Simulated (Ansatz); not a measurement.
# BaPbS3 (model cell, started as cubic perovskite with Pb in the octahedra): following an unstable mode, part 3 of 3

Which phase does BaPbS3 (model cell, started as cubic perovskite with Pb in the octahedra) fall into along its unstable mode, and how much energy does it gain?

Ansatz 0.2.0; DFT PBEsol, scalar-relativistic, plane waves, PAW; PAW set soft_1.

So far. Step 5 (Energy along the mode, all amplitudes (two of the runs …): The lowest of the steps tried is the last one, at 0.6 Å, 60.2 meV/atom below the parent; the bottom of the well need not coincide with a step. Step 7 (The new phase in its own primitive cell): The largest force component left is 0.22 meV/Å and the pressure is 0.001 GPa, within the tolerances set. The cell now holds 26.97 Å³/atom. The relaxed cell has a, b, c = 7.042, 10.332, 7.414 Å (conventional setting).

The structure was built from a prototype and need not be the compound's stable phase.

## Step 8: Modes of the new phase

A relaxed structure may still be a saddle point, so its zone-centre modes are computed. No field response is asked, since the mesh shows no gap.

input.yaml reads:

```yaml
crystal:
  lattice:
    - [-3.5208884604, 5.1659406988, 3.7070417144]
    - [3.5208884604, -5.1659406988, 3.7070417144]
    - [3.5208884604, 5.1659406988, -3.7070417144]
  atoms:
    - { symbol: Ba, position: [0.2404342794, 0.9904342794, 0.25] }
    - { symbol: Ba, position: [0.7595657206, 0.0095657206, 0.75] }
    - { symbol: Pb, position: [0.5, 0.5, 0.0] }
    - { symbol: Pb, position: [0.0, 0.5, 0.5] }
    - { symbol: S, position: [0.3380029, 0.5880029, 0.75] }
    - { symbol: S, position: [0.6619971, 0.4119971, 0.25] }
    - { symbol: S, position: [0.8118237422, 0.0, 0.3118237422] }
    - { symbol: S, position: [0.1881762578, 0.0, 0.6881762578] }
    - { symbol: S, position: [0.1881762578, 0.5, 0.1881762578] }
    - { symbol: S, position: [0.8118237422, 0.5, 0.8118237422] }
kpoints:
  mp_grid: { grid: [8, 8, 8] }
hamiltonian:
  xc: pbesol
  pseudopotentials: { kind: paw, azcp: { folder: soft_1 }, xc_functional: pbe }
scf:
  occupations: { method: methfessel_paxton, width: 0.2 }
output:
  eigenvalues: true
phonons:
  method: dfpt
```

The run is started by

```bash
$ ansatz run input.yaml --threads 4 --pin off --max-ram 16384MiB --backend cpu --events-out ev --progress --plain --runs-dir out
```

Numbers of over 12 decimals in the logs are rounded to 6 here.

What it wrote:

```text
[...]
Crystal: 10 atoms, lattice volume = 269.705 Å³
Basis set: ecut = 420 eV, 5255 PW (Γ), exchange–correlation on 100×100×100 points (8 copies of the dense FFT grid, shifted against one another)
Bands: 52, of which v1, the nominal top of the filled ones, is band 42 counted from 1 (41 counted from 0)
Symmetry: 8 space group operations
k-points: 260 of 512 (irreducible under 1 space group operation, time reversal used)
[...]
SCF iter   1: F=—  HF=-40563.228113 eV  |F-HF|=—  |Δ(HF+E_count)|=         —  Δρ=3.87e-2  dr2=1.48e1  ethr=3.10e-3  ⟨swp⟩=12.8  Hψ=80756  notcnv=0
[...]
SCF iter  14: F=-40557.630898 eV  HF=-40557.630898 eV  |F-HF|=0.00e0  |Δ(HF+E_count)|=    0.00e0  S|Δr|=    0.00e0  Δρ=3.02e-8  dr2=5.71e-12  ethr=1.00e-12  ⟨swp⟩=22.2  Hψ=112748  notcnv=0
SCF 1 converged in 14 iterations: F = -40557.630898 eV  dr2 = 5.71e-12
[...]
DFPT response loops at Γ: preconditioner auto → Kerker (q_TF=auto, 2.246 Å⁻¹) (partly filled bands, converged f_vac=0.003); β = 1.00, the filter's whole step (`scf.mixing.beta` (0.50) is not read by the response loops under this deck's `scf.mixing.preconditioner`; to damp them name `kerker` or `kerker_dos`, under which they read `scf.mixing.beta`, and type it under 1.00, their step now; both keys bind the ground state too); Broyden in place of MSR1
SCF converged after 14 iterations
[...]
Free energy (F): -40557.630898 eV
[...]
Internal energy: -40557.637488 eV  (E = F + TS)
E sigma→0 (E₀):  -40557.632545 eV
Entropy (-TS):   0.006591 eV (0.659 meV/atom)
Fermi energy:    6.633008 eV
[...]
--- Band table (eV; the first three rows and the last of 260) ---
  k-point 0: bands = [... 38 lower, 6.0407, 6.0697, 6.4210, 6.4908, 6.7051, 9.6023, 9.6193, 9.6503, ... 6 higher]
  k-point 1: bands = [... 38 lower, 5.9993, 6.0900, 6.2596, 6.4896, 6.6179, 9.0204, 9.7672, 10.0553, ... 6 higher]
  k-point 2: bands = [... 38 lower, 5.9834, 6.0792, 6.0859, 6.2125, 6.7468, 8.3295, 10.1963, 10.4212, ... 6 higher]
  k-point 259: bands = [... 38 lower, 5.6639, 6.0700, 6.3166, 6.7146, 7.2522, 8.0013, 10.0554, 10.5044, ... 6 higher]
--- Phonons (Γ-DFPT): 12 representative perturbations + reference, on 260 of 512 k-points (Σ response iterations 36) ---
  k mesh reduced under 1 symmetry operation, with k and −k counted as one. Each operation leaves every solved perturbation unchanged. A smaller set is not used because it would not reduce the number of displacements times k-points to solve
  ASR residual: 3.740e-5 → 0.000e0 eV/Å²; symmetrization residual: 1.751e-5 eV/Å²
  ASR residual per site (eV/Å²): 9.77e-6 9.77e-6 3.74e-5 3.74e-5 1.04e-5 1.04e-5 4.70e-6 4.70e-6 4.70e-6 4.70e-6
  Γ frequencies (cm⁻¹): -64.80 -8.56 0.00 0.00 0.00 39.93 41.54 43.40 66.78 67.56 81.21 88.92 92.29 96.54 100.63 134.48 142.61 144.40 147.07 147.10 150.17 166.18 176.94 181.42 197.07 212.70 250.31 253.59 294.08 294.37
  non-analytic LO–TO correction: not included (Born effective charges unavailable; polar crystals: no LO–TO splitting at Γ)
```

Run time: 25 min. Hardware: 4 threads of Arm Neoverse V2, shared host; peak memory 10 GiB; 1.6 h of CPU time.

This step gave:

* sum-rule residual before enforcement: 3.74e-5 eV/Å²
* point group: mmm
* highest optical mode at the zone centre (no LO-TO term): 294.4 cm⁻¹
* lowest optical zone-centre mode: -64.8 cm⁻¹

Patterns of degenerate modes are one choice out of their space. The modes at Γ (shares of kinetic energy by element, %) (negative means imaginary):

| mode | frequency (cm⁻¹) | symmetry | Ba % | Pb % | S % |
| --- | --- | --- | --- | --- | --- |
| 1 | -64.8 | B3u | 5 | 4 | 91 |
| 2 | -8.6 | B2g | 26 | 0 | 74 |
| 3 | 0.0 | acoustic | 31 | 47 | 22 |
| 4 | 0.0 | acoustic | 31 | 47 | 22 |
| 5 | 0.0 | acoustic | 31 | 47 | 22 |
| 6 | 39.9 | B2u | 21 | 63 | 16 |
| 7 | 41.5 | B1u | 31 | 54 | 16 |
| 8 | 43.4 | B3u | 47 | 42 | 12 |
| 9 | 66.8 | B3g | 96 | 0 | 4 |
| 10 | 67.6 | B2g | 69 | 0 | 31 |
| 11 | 81.2 | Ag | 94 | 0 | 6 |
| 12 | 88.9 | B2u | 44 | 38 | 18 |
| 13 | 92.3 | B1g | 0 | 0 | 100 |
| 14 | 96.5 | Au | 0 | 58 | 42 |
| 15 | 100.6 | B1u | 13 | 78 | 9 |
| 16 | 134.5 | B3u | 17 | 0 | 83 |
| 17 | 142.6 | B2g | 5 | 0 | 95 |
| 18 | 144.4 | Ag | 1 | 0 | 99 |
| 19 | 147.1 | Au | 0 | 42 | 58 |
| 20 | 147.1 | B1u | 21 | 1 | 79 |
| 21 | 150.2 | B2u | 3 | 48 | 49 |
| 22 | 166.2 | B3g | 4 | 0 | 96 |
| 23 | 176.9 | B1u | 4 | 14 | 82 |
| 24 | 181.4 | Ag | 5 | 0 | 95 |
| 25 | 197.1 | B1g | 0 | 0 | 100 |
| 26 | 212.7 | B3g | 0 | 0 | 100 |
| 27 | 250.3 | B3u | 0 | 7 | 93 |
| 28 | 253.6 | B2u | 0 | 5 | 95 |
| 29 | 294.1 | B3g | 0 | 0 | 100 |
| 30 | 294.4 | B1u | 0 | 7 | 93 |

Displacements in mode 1 (-64.8 cm⁻¹), the largest set to 1:
```
Ba1 -0.11  0.00  0.00
Ba2 -0.11  0.00  0.00
Pb3 -0.08  0.00  0.00
Pb4 -0.08  0.00  0.00
S5   1.00  0.00  0.00
S6   1.00  0.00  0.00
S7   0.00  0.00  0.05
S8   0.00  0.00  0.05
S9   0.00  0.00 -0.05
S10  0.00  0.00 -0.05
```

Displacements in mode 17 (142.6 cm⁻¹), the largest set to 1:
```
Ba1 -0.15  0.00  0.00
Ba2  0.15  0.00  0.00
Pb3  0.00  0.00  0.00
Pb4  0.00  0.00  0.00
S5   0.16  0.00  0.00
S6  -0.16  0.00  0.00
S7   0.00 -1.00  0.00
S8   0.00  1.00  0.00
S9   0.00 -1.00  0.00
S10  0.00  1.00  0.00
```

Before it was imposed, the acoustic sum rule was missed by 3.7e-5 eV/Å². Small misses are needed for a sound result but don't prove that mesh and cutoff are converged. The lowest optical mode is imaginary, 64.8i cm⁻¹, so the energy falls along it.

## Step 9: Results

| Property | Result |
| --- | --- |
| unstable mode of the parent | q = (-0.5, -0.5, -0.5), 103i cm⁻¹ |
| depth at the lowest point sampled | 60.2 meV/atom |
| largest atomic shift at that point | 0.6 Å |
| space group reached (within 0.01 Å) | Imma |
| energy gained over the parent (first relaxation, on the mesh of the frozen mode) | 87.7 meV/atom |
| volume per atom, phase reached | 27.0 Å³ |
| lowest optical zone-centre mode, phase reached | -64.8 cm⁻¹ |
| highest optical mode at the zone centre (no LO-TO term), phase reached | 294 cm⁻¹ |

**Reading.** Along this mode the structure falls into Imma, 87.7 meV/atom below the parent. At the parent's cell the well is 60.16 meV/atom deep on the steps tried, with its lowest point at a shift of 0.6 Å. That is the last step tried, so the steps alone don't bracket the bottom of the well. Relaxing atoms and cell changes the gain by +27.57 meV/atom against the lowest step (energies at zero smearing). The new phase still has an imaginary mode at the zone centre of its cell, so it is a saddle point on the way to a lower structure. Of the 4 patterns followed to their end from this parent, this one ends 147 meV/atom above the lowest, I4/mcm. Each path keeps the symmetry of its pattern, so a lower phase may lie along a pattern not tried. With no gap, or one that is small against the smearing, the frequencies hang on the k mesh and the smearing, most of all near Kohn anomalies. A semilocal functional can close a gap that the real compound would have, so the metallic treatment may be an artefact of the level. Spin-orbit coupling is left out, which can matter for the heavy elements here. The PAW files were made for PBE and serve the other functionals too. A phonon run warned that its eigensolver left some bands unconverged in a pass. The starting cell was built on a prototype and not taken from a measurement, so the phase need not exist.

[Logs are printed without paths, hosts, clocks, repeated set-up lines and the standing remarks that a program may print on its own settings, such as how far it seeks lower states.]

[Hosts, paths, dates, database ids (printed as entryN), source tags and the programs' standing remarks are cut or masked in the printed files.]
